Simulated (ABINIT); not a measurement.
# Beyond one shot: K2NaYF6 (Fm-3m), part 2 of 3

Aim: iterate the self-energy on K2NaYF6 (Fm-3m) and follow the gap from cycle to cycle.

ABINIT 10.8.3; PBEsol and many-body steps on it, plane waves. Known limits of the many-body steps: not at the basis limit; no spin-orbit coupling; coarse k mesh.

So far. Step 5 (evGW0, cycle 1): Against G0W0 in ABINIT (2×2×2 mesh, 255 bands, screening to 130.6 eV, Godby-Needs plasmon pole), the gap moves by +0.615 eV. This first cycle still uses the starting levels; it takes the full correction, at all points of the mesh, and its linearised value is 9.540 eV. Step 6 (evGW0, cycle 2): Against the cycle before, the gap moves by −0.099 eV.

## Step 7: evGW0, cycle 3

Level of this step: evGW0 on PBEsol, plane waves, norm-conserving pseudopotentials (ABINIT).

The input, run.abi:

```
acell 3*1.0 Angstrom
rprim 
  -0.000000000000 4.458286000000 4.458286000000
  4.458286000000 0.000000000000 4.458286000000
  4.458286000000 4.458286000000 0.000000000000
ntypat 4
znucl 19 11 39 9
natom 10
typat 1 1 2 3 4 4 4 4 4 4
xred 
  0.750000000000 0.750000000000 0.750000000000
  0.250000000000 0.250000000000 0.250000000000
  0.500000000000 0.500000000000 0.500000000000
  0.000000000000 -0.000000000000 0.000000000000
  0.755598000000 0.244402000000 0.244402000000
  0.244402000000 0.244402000000 0.755598000000
  0.244402000000 0.755598000000 0.755598000000
  0.244402000000 0.755598000000 0.244402000000
  0.755598000000 0.244402000000 0.755598000000
  0.755598000000 0.755598000000 0.244402000000
pp_dirpath "pseudos"
pseudos "K.upf, Na.upf, Y.upf, F.upf"
ecut 38
ngkpt 2 2 2
nshiftk 1
shiftk 0 0 0
kptopt 1
chksymbreak 0
istwfk *1
occopt 1
irdwfk 1
optdriver 4
nband 255
gwcalctyp 10
ecutsigx 38
symsigma 1
nkptgw 3
kptgw 
  0.0000000000 0.0000000000 0.0000000000
  0.5000000000 0.0000000000 0.0000000000
  0.5000000000 0.5000000000 0.0000000000
bdgw 
  23 53
  23 53
  23 53
ecuteps 4.8
irdscr 1
ppmodel 1
irdqps 1
indata_prefix "in"
outdata_prefix "out"
tmpdata_prefix "tmp"
```

The run is started by

```sh
> OMP_NUM_THREADS=1 mpirun -n 4 abinit run.abi > log
```

What it wrote:

```text
.Version 10.8.3 of ABINIT. v10.8.2 released Aug 2026.

 Symmetries : space group Fm -3 m (#225); Bravais cF (face-center cubic)
[... echo of the input left out ...]
== DATASET  1 ==================================================================
-   mpi_nproc: 4, omp_nthreads: 1 (-1 if OMP is not activated)

--- !DatasetInfo
iteration_state: {dtset: 1, }
dimensions: {natom: 10, nkpt: 3, mband: 255, nsppol: 1, nspinor: 1, nspden: 1, mpw: 13424, }
cutoff_energies: {ecut:  38.0, pawecutdg:  -1.0, }
[...]
Convergence of QP corrections
 >>>>> For spin  1 <<<<<
.  kptgw no:  1; Maximum DeltaE = (  -0.004  -0.000) for band index: 31
.  kptgw no:  2; Maximum DeltaE = (  -0.004  -0.000) for band index: 28
.  kptgw no:  3; Maximum DeltaE = (  -0.003  -0.000) for band index: 31

== END DATASET(S) ==============================================================
================================================================================

 -outvars: echo values of variables after computation  --------
           etotal      0.0000000000E+00
            nband         255
             nkpt           3
          spgroup         225
 [... the other variables as echoed above ...]

 Calculation completed.
```

Wall time 5.6 min (4 MPI ranks of Arm Neoverse V2, shared host); peak memory 4.6 GiB; 23 min of CPU time.

This step gave:

```
quasiparticle gap on the points computed              : 10.05 eV
gap of the density functional on the mesh             : 6.161 eV
k of the valence top                                  : 0, 0, 0
k of the conduction bottom                            : 0, 0, 0
least direct quasiparticle gap on the computed points : 10.05 eV
```

Against the cycle before, the gap moves by −0.003 eV.

## Step 8: Screening, 2×2×2 mesh, 255 bands, screening to 130.6 eV

This step: RPA screening on PBEsol, plane waves, norm-conserving pseudopotentials.

run.abi, as its differences from that of step 7:

```diff
@@ -31,20 +31,13 @@
 irdwfk 1
-optdriver 4
+optdriver 3
 nband 255
+ecuteps 4.8
+inclvkb 2
+awtr 1
+symchi 1
 gwcalctyp 10
-ecutsigx 38
-symsigma 1
-nkptgw 3
-kptgw 
-  0.0000000000 0.0000000000 0.0000000000
-  0.5000000000 0.0000000000 0.0000000000
-  0.5000000000 0.5000000000 0.0000000000
-bdgw 
-  23 53
-  23 53
-  23 53
-ecuteps 4.8
-irdscr 1
-ppmodel 1
-irdqps 1
+mbpt_sciss 4.123 eV
+nqptdm 1
+qptdm 
+  0 0 0
 indata_prefix "in"
```

What it wrote:

```text
.Version 10.8.3 of ABINIT. v10.8.2 released Aug 2026.

 Symmetries : space group Fm -3 m (#225); Bravais cF (face-center cubic)
[... echo of the input left out ...]
== DATASET  1 ==================================================================
-   mpi_nproc: 4, omp_nthreads: 1 (-1 if OMP is not activated)

--- !DatasetInfo
iteration_state: {dtset: 1, }
dimensions: {natom: 10, nkpt: 3, mband: 255, nsppol: 1, nspinor: 1, nspden: 1, mpw: 13424, }
cutoff_energies: {ecut:  38.0, pawecutdg:  -1.0, }
electrons: {nelect:   8.00000000E+01, charge:   0.00000000E+00, occopt:   1.00000000E+00, tsmear:   1.00000000E-02, }

 SCREENING: Calculation of the susceptibility and dielectric matrices

 Based on a program developped by R.W. Godby, V. Olevano, G. Onida, and L. Reining.
 Incorporated in ABINIT by V. Olevano, G.-M. Rignanese, and M. Torrent.
.Using double precision arithmetic ; gwpc =  8

[... cell and pseudopotentials left out ...]
--------------------------------------------------------------------------------

 ==== K-mesh for the wavefunctions ====
 Number of points in the irreducible wedge :     3
[... list of points left out ...]
 Together with 48 symmetry operations and time-reversal symmetry
 yields     8 points in the full Brillouin Zone.

 ==== Q-mesh for the screening function ====
 Number of points in the irreducible wedge :     3
[... list of points left out ...]
 Together with 48 symmetry operations and time-reversal symmetry
 yields     8 points in the full Brillouin Zone.

 setmesh: FFT mesh size selected  =    45x   45x   45
          total number of points  =        91125

 vcoul_init : cutoff-mode = AUXILIARY_FUNCTION
 q-points for optical limit:   1
     1)      0.000010    0.000020    0.000030

 Dielectric matrix will be calculated only for some
 selected q points provided by the user through the input variables
 nqptdm and qptdm

- screening: taking advantage of time-reversal symmetry
- Maximum band index for partially occupied states nbvw = 40
- Remaining bands to be divided among processors   nbcw = 215
- Number of bands treated by each node ~53

 rdqps: reading QP wavefunctions of the previous step
        looking for file in_QPS
 file not found, 1st iteration initialized with KS eigenelements

 screening : performing a first self-consistency
 update of the energies in W by a scissor operator
 applying a scissor operator of [eV] :   4.123

 Number of electrons calculated from density =   80.0000; Expected =   80.0000
 average of density, n =  0.066890
 r_s =    1.5282
 omega_plasma =   24.9480 [eV]

 calculating chi0 at frequencies [eV] :
  1    0.000000E+00    0.000000E+00
  2    0.000000E+00    2.494798E+01

--------------------------------------------------------------------------------
  q-point number  1        q = ( 0.000000, 0.000000, 0.000000) [r.l.u.]
--------------------------------------------------------------------------------
[... chi0 elements left out ...]
 For q-point:  0.000010 0.000020 0.000030
  dielectric constant =   1.7347
  dielectric constant without local fields =   1.8723

  Average fulfillment of the sum rule on Im[epsilon] for q-point    1 :     61.39  [%]
[... wings left out ...]
== END DATASET(S) ==============================================================
================================================================================

 -outvars: echo values of variables after computation  --------
           etotal      0.0000000000E+00
            nband         255
             nkpt           3
          spgroup         225
 [... the other variables as echoed above ...]

 Calculation completed.
```

The job ended after 93 s (4 MPI ranks; peak memory 2.9 GiB).

Numbers from this step:

```yaml
eps_infinity_with_local_fields_on_this_mesh_along_the_program_s_q_direction: 1.735
the_same_without_local_fields: 1.872
plasma_frequency: 24.95 eV
plane_waves_in_the_screening_matrix: 609
```

This screening uses the functional's bands under a rigid shift, the mean opening of the cycle before.

## Step 9: Screening, 2×2×2 mesh, 255 bands, screening to 130.6 eV

This step: RPA screening on PBEsol from quasiparticle energies, plane waves, norm-conserving pseudopotentials.

run.abi, as its differences from that of step 8:

```diff
@@ -37,7 +37,8 @@
 symchi 1
+irdqps 1
 gwcalctyp 10
-mbpt_sciss 4.123 eV
-nqptdm 1
+nqptdm 2
 qptdm 
-  0 0 0
+  0.5000000000 0.0000000000 0.0000000000
+  0.5000000000 0.5000000000 0.0000000000
 indata_prefix "in"
```

The input, mrgscr.stdin:

```
2
merged
q0_SCR
out_SCR
1
```

The run is started by

```sh
> OMP_NUM_THREADS=1 mpirun -n 4 abinit run.abi > log; mrgscr < mrgscr.stdin
```

What it wrote:

```text
.Version 10.8.3 of ABINIT. v10.8.2 released Aug 2026.

 Symmetries : space group Fm -3 m (#225); Bravais cF (face-center cubic)
[... echo of the input left out ...]
== DATASET  1 ==================================================================
-   mpi_nproc: 4, omp_nthreads: 1 (-1 if OMP is not activated)

--- !DatasetInfo
iteration_state: {dtset: 1, }
dimensions: {natom: 10, nkpt: 3, mband: 255, nsppol: 1, nspinor: 1, nspden: 1, mpw: 13424, }
cutoff_energies: {ecut:  38.0, pawecutdg:  -1.0, }
[...]
q-point number  2        q = ( 0.500000, 0.500000, 0.000000) [r.l.u.]
--------------------------------------------------------------------------------
[... chi0 elements left out ...]
  Average fulfillment of the sum rule on Im[epsilon] for q-point    3 :     61.75  [%]

== END DATASET(S) ==============================================================
================================================================================

 -outvars: echo values of variables after computation  --------
           etotal      0.0000000000E+00
            nband         255
             nkpt           3
          spgroup         225
 [... the other variables as echoed above ...]

 Calculation completed.
```

Wall time 33 s (4 MPI ranks); peak memory 2.3 GiB.

This step gave:

| Item | Value |
| --- | --- |
| plasma frequency | 24.95 eV |
| plane waves in the screening matrix | 609 |

This screening reads the quasiparticle levels of the cycle before.

## Step 10: evGW, cycle 1

This step: evGW on PBEsol, plane waves, norm-conserving pseudopotentials.

run.abi, as its differences from that of step 9:

```diff
@@ -31,14 +31,20 @@
 irdwfk 1
-optdriver 3
+optdriver 4
 nband 255
-ecuteps 4.8
-inclvkb 2
-awtr 1
-symchi 1
-irdqps 1
 gwcalctyp 10
-nqptdm 2
-qptdm 
+ecutsigx 38
+symsigma 1
+nkptgw 3
+kptgw 
+  0.0000000000 0.0000000000 0.0000000000
   0.5000000000 0.0000000000 0.0000000000
   0.5000000000 0.5000000000 0.0000000000
+bdgw 
+  23 53
+  23 53
+  23 53
+ecuteps 4.8
+irdscr 1
+ppmodel 1
+irdqps 1
 indata_prefix "in"
```

The run is started by

```sh
> OMP_NUM_THREADS=1 mpirun -n 4 abinit run.abi > log
```

What it wrote:

```text
.Version 10.8.3 of ABINIT. v10.8.2 released Aug 2026.

 Symmetries : space group Fm -3 m (#225); Bravais cF (face-center cubic)
[... echo of the input left out ...]
== DATASET  1 ==================================================================
-   mpi_nproc: 4, omp_nthreads: 1 (-1 if OMP is not activated)

--- !DatasetInfo
iteration_state: {dtset: 1, }
dimensions: {natom: 10, nkpt: 3, mband: 255, nsppol: 1, nspinor: 1, nspden: 1, mpw: 13424, }
cutoff_energies: {ecut:  38.0, pawecutdg:  -1.0, }
[...]
Convergence of QP corrections
 >>>>> For spin  1 <<<<<
.  kptgw no:  1; Maximum DeltaE = (   0.000   0.000) for band index: 10
.  kptgw no:  2; Maximum DeltaE = (  -0.443  -0.000) for band index:  1
.  kptgw no:  3; Maximum DeltaE = (  -0.441   0.000) for band index:  1

== END DATASET(S) ==============================================================
================================================================================

 -outvars: echo values of variables after computation  --------
           etotal      0.0000000000E+00
            nband         255
             nkpt           3
          spgroup         225
 [... the other variables as echoed above ...]

 Calculation completed.
```

Wall time 5.6 min (4 MPI ranks); peak memory 4.6 GiB.

Numbers from this step:

```yaml
quasiparticle_gap_on_the_points_computed: 10.80 eV
gap_of_the_density_functional_on_the_mesh: 6.161 eV
k_of_the_valence_top: 0, 0, 0
k_of_the_conduction_bottom: 0, 0, 0
least_direct_quasiparticle_gap_on_the_computed_points: 10.80 eV
```

Against G0W0 in ABINIT (2×2×2 mesh, 255 bands, screening to 130.6 eV, Godby-Needs plasmon pole), the gap moves by +1.259 eV.

## Step 11: Screening, 2×2×2 mesh, 255 bands, screening to 130.6 eV

This step: RPA screening on PBEsol, plane waves, norm-conserving pseudopotentials.

run.abi, as its differences from that of step 10:

```diff
@@ -31,20 +31,13 @@
 irdwfk 1
-optdriver 4
+optdriver 3
 nband 255
+ecuteps 4.8
+inclvkb 2
+awtr 1
+symchi 1
 gwcalctyp 10
-ecutsigx 38
-symsigma 1
-nkptgw 3
-kptgw 
-  0.0000000000 0.0000000000 0.0000000000
-  0.5000000000 0.0000000000 0.0000000000
-  0.5000000000 0.5000000000 0.0000000000
-bdgw 
-  23 53
-  23 53
-  23 53
-ecuteps 4.8
-irdscr 1
-ppmodel 1
-irdqps 1
+mbpt_sciss 4.876 eV
+nqptdm 1
+qptdm 
+  0 0 0
 indata_prefix "in"
```

What it wrote:

```text
.Version 10.8.3 of ABINIT. v10.8.2 released Aug 2026.

 Symmetries : space group Fm -3 m (#225); Bravais cF (face-center cubic)
[... echo of the input left out ...]
== DATASET  1 ==================================================================
-   mpi_nproc: 4, omp_nthreads: 1 (-1 if OMP is not activated)

--- !DatasetInfo
iteration_state: {dtset: 1, }
dimensions: {natom: 10, nkpt: 3, mband: 255, nsppol: 1, nspinor: 1, nspden: 1, mpw: 13424, }
cutoff_energies: {ecut:  38.0, pawecutdg:  -1.0, }
[...]
[... chi0 elements left out ...]
 For q-point:  0.000010 0.000020 0.000030
  dielectric constant =   1.7085
  dielectric constant without local fields =   1.8388

  Average fulfillment of the sum rule on Im[epsilon] for q-point    1 :     62.65  [%]
[... wings left out ...]
== END DATASET(S) ==============================================================
================================================================================

 -outvars: echo values of variables after computation  --------
           etotal      0.0000000000E+00
            nband         255
             nkpt           3
          spgroup         225
 [... the other variables as echoed above ...]

 Calculation completed.
```

Wall time 94 s (4 MPI ranks); peak memory 2.9 GiB; 6.2 min of CPU time.

Numbers from this step:

```yaml
eps_infinity_with_local_fields_on_this_mesh_along_the_program_s_q_direction: 1.708
the_same_without_local_fields: 1.839
plasma_frequency: 24.95 eV
plane_waves_in_the_screening_matrix: 609
```

This screening uses the functional's bands under a rigid shift, the mean opening of the cycle before.

## Step 12: Screening, 2×2×2 mesh, 255 bands, screening to 130.6 eV

This step: RPA screening on PBEsol from quasiparticle energies, plane waves, norm-conserving pseudopotentials.

run.abi, as its differences from that of step 11:

```diff
@@ -37,7 +37,8 @@
 symchi 1
+irdqps 1
 gwcalctyp 10
-mbpt_sciss 4.876 eV
-nqptdm 1
+nqptdm 2
 qptdm 
-  0 0 0
+  0.5000000000 0.0000000000 0.0000000000
+  0.5000000000 0.5000000000 0.0000000000
 indata_prefix "in"
```

mrgscr.stdin is that of step 9.

The run is started by

```sh
> OMP_NUM_THREADS=1 mpirun -n 4 abinit run.abi > log; mrgscr < mrgscr.stdin
```

What it wrote:

```text
.Version 10.8.3 of ABINIT. v10.8.2 released Aug 2026.

 Symmetries : space group Fm -3 m (#225); Bravais cF (face-center cubic)
[... echo of the input left out ...]
== DATASET  1 ==================================================================
-   mpi_nproc: 4, omp_nthreads: 1 (-1 if OMP is not activated)

--- !DatasetInfo
iteration_state: {dtset: 1, }
dimensions: {natom: 10, nkpt: 3, mband: 255, nsppol: 1, nspinor: 1, nspden: 1, mpw: 13424, }
cutoff_energies: {ecut:  38.0, pawecutdg:  -1.0, }
[...]
q-point number  2        q = ( 0.500000, 0.500000, 0.000000) [r.l.u.]
--------------------------------------------------------------------------------
[... chi0 elements left out ...]
  Average fulfillment of the sum rule on Im[epsilon] for q-point    3 :     62.42  [%]

== END DATASET(S) ==============================================================
================================================================================

 -outvars: echo values of variables after computation  --------
           etotal      0.0000000000E+00
            nband         255
             nkpt           3
          spgroup         225
 [... the other variables as echoed above ...]

 Calculation completed.
```

The job ended after 32 s (4 MPI ranks; peak memory 2.3 GiB).

This step gave:

```
plasma frequency                    : 24.95 eV
plane waves in the screening matrix : 609
```

This screening reads the quasiparticle levels of the cycle before.

## Step 13: evGW, cycle 2

This step: evGW on PBEsol, plane waves, norm-conserving pseudopotentials.

run.abi, as its differences from that of step 12:

```diff
@@ -31,14 +31,20 @@
 irdwfk 1
-optdriver 3
+optdriver 4
 nband 255
-ecuteps 4.8
-inclvkb 2
-awtr 1
-symchi 1
-irdqps 1
 gwcalctyp 10
-nqptdm 2
-qptdm 
+ecutsigx 38
+symsigma 1
+nkptgw 3
+kptgw 
+  0.0000000000 0.0000000000 0.0000000000
   0.5000000000 0.0000000000 0.0000000000
   0.5000000000 0.5000000000 0.0000000000
+bdgw 
+  23 53
+  23 53
+  23 53
+ecuteps 4.8
+irdscr 1
+ppmodel 1
+irdqps 1
 indata_prefix "in"
```

The run is started by

```sh
> OMP_NUM_THREADS=1 mpirun -n 4 abinit run.abi > log
```

What it wrote:

```text
.Version 10.8.3 of ABINIT. v10.8.2 released Aug 2026.

 Symmetries : space group Fm -3 m (#225); Bravais cF (face-center cubic)
[... echo of the input left out ...]
== DATASET  1 ==================================================================
-   mpi_nproc: 4, omp_nthreads: 1 (-1 if OMP is not activated)

--- !DatasetInfo
iteration_state: {dtset: 1, }
dimensions: {natom: 10, nkpt: 3, mband: 255, nsppol: 1, nspinor: 1, nspden: 1, mpw: 13424, }
cutoff_energies: {ecut:  38.0, pawecutdg:  -1.0, }
[...]
Convergence of QP corrections
 >>>>> For spin  1 <<<<<
.  kptgw no:  1; Maximum DeltaE = (   0.000   0.000) for band index: 13
.  kptgw no:  2; Maximum DeltaE = (   0.023   0.000) for band index: 16
.  kptgw no:  3; Maximum DeltaE = (   0.020   0.001) for band index: 15

== END DATASET(S) ==============================================================
================================================================================

 -outvars: echo values of variables after computation  --------
           etotal      0.0000000000E+00
            nband         255
             nkpt           3
          spgroup         225
 [... the other variables as echoed above ...]

 Calculation completed.
```

Run time: 5.6 min. Hardware: 4 MPI ranks; peak memory 4.6 GiB.

This step gave:

- quasiparticle gap on the points computed: 10.88 eV
- gap of the density functional on the mesh: 6.161 eV
- k of the valence top: 0, 0, 0
- k of the conduction bottom: 0, 0, 0
- least direct quasiparticle gap on the computed points: 10.88 eV

Against the cycle before, the gap moves by +0.085 eV.

## Step 14: Screening, 2×2×2 mesh, 255 bands, screening to 130.6 eV

This step: RPA screening on PBEsol, plane waves, norm-conserving pseudopotentials.

run.abi, as its differences from that of step 13:

```diff
@@ -31,20 +31,13 @@
 irdwfk 1
-optdriver 4
+optdriver 3
 nband 255
+ecuteps 4.8
+inclvkb 2
+awtr 1
+symchi 1
 gwcalctyp 10
-ecutsigx 38
-symsigma 1
-nkptgw 3
-kptgw 
-  0.0000000000 0.0000000000 0.0000000000
-  0.5000000000 0.0000000000 0.0000000000
-  0.5000000000 0.5000000000 0.0000000000
-bdgw 
-  23 53
-  23 53
-  23 53
-ecuteps 4.8
-irdscr 1
-ppmodel 1
-irdqps 1
+mbpt_sciss 4.957 eV
+nqptdm 1
+qptdm 
+  0 0 0
 indata_prefix "in"
```

What it wrote:

```text
.Version 10.8.3 of ABINIT. v10.8.2 released Aug 2026.

 Symmetries : space group Fm -3 m (#225); Bravais cF (face-center cubic)
[... echo of the input left out ...]
== DATASET  1 ==================================================================
-   mpi_nproc: 4, omp_nthreads: 1 (-1 if OMP is not activated)

--- !DatasetInfo
iteration_state: {dtset: 1, }
dimensions: {natom: 10, nkpt: 3, mband: 255, nsppol: 1, nspinor: 1, nspden: 1, mpw: 13424, }
cutoff_energies: {ecut:  38.0, pawecutdg:  -1.0, }
[...]
[... chi0 elements left out ...]
 For q-point:  0.000010 0.000020 0.000030
  dielectric constant =   1.7058
  dielectric constant without local fields =   1.8353

  Average fulfillment of the sum rule on Im[epsilon] for q-point    1 :     62.79  [%]
[... wings left out ...]
== END DATASET(S) ==============================================================
================================================================================

 -outvars: echo values of variables after computation  --------
           etotal      0.0000000000E+00
            nband         255
             nkpt           3
          spgroup         225
 [... the other variables as echoed above ...]

 Calculation completed.
```

Wall time 94 s (4 MPI ranks); peak memory 2.9 GiB; 6.3 min of CPU time.

Numbers from this step:

- ε∞ with local fields, on this mesh, along the program's q direction: 1.706
- the same without local fields: 1.835
- plasma frequency: 24.95 eV
- plane waves in the screening matrix: 609

This screening uses the functional's bands under a rigid shift, the mean opening of the cycle before.

(Part 2 of 3 ends here.)

[Paths, hosts, dates, memory and timing lines, banners, echoed tables and standing remarks are left out of the program output.]

[Logs are printed without paths, hosts, clocks, repeated set-up lines and the standing remarks that a program may print on its own settings, such as how far it seeks lower states.]

[Runs of the session that timed out or met a known fault of the program may be left out.]

[No measured gap is set beside runs whose start may be inverted or whose files or cutoffs have a known fault.]

[Loops that did not settle are left out.]

[Hosts, paths, dates, database ids (printed as entryN), source tags and the programs' standing remarks are cut or masked in the printed files.]

[G0W0 gaps are taken among the corrected bands and points alone; a level outside them can change the order at an edge.]

[Where Ansatz stands beside ABINIT at settings called matched, ABINIT's density can come from a denser mesh and the files from another edition; pairs whose starting gaps differed by over 0.03 eV were left out, so agreement reads better than it is.]
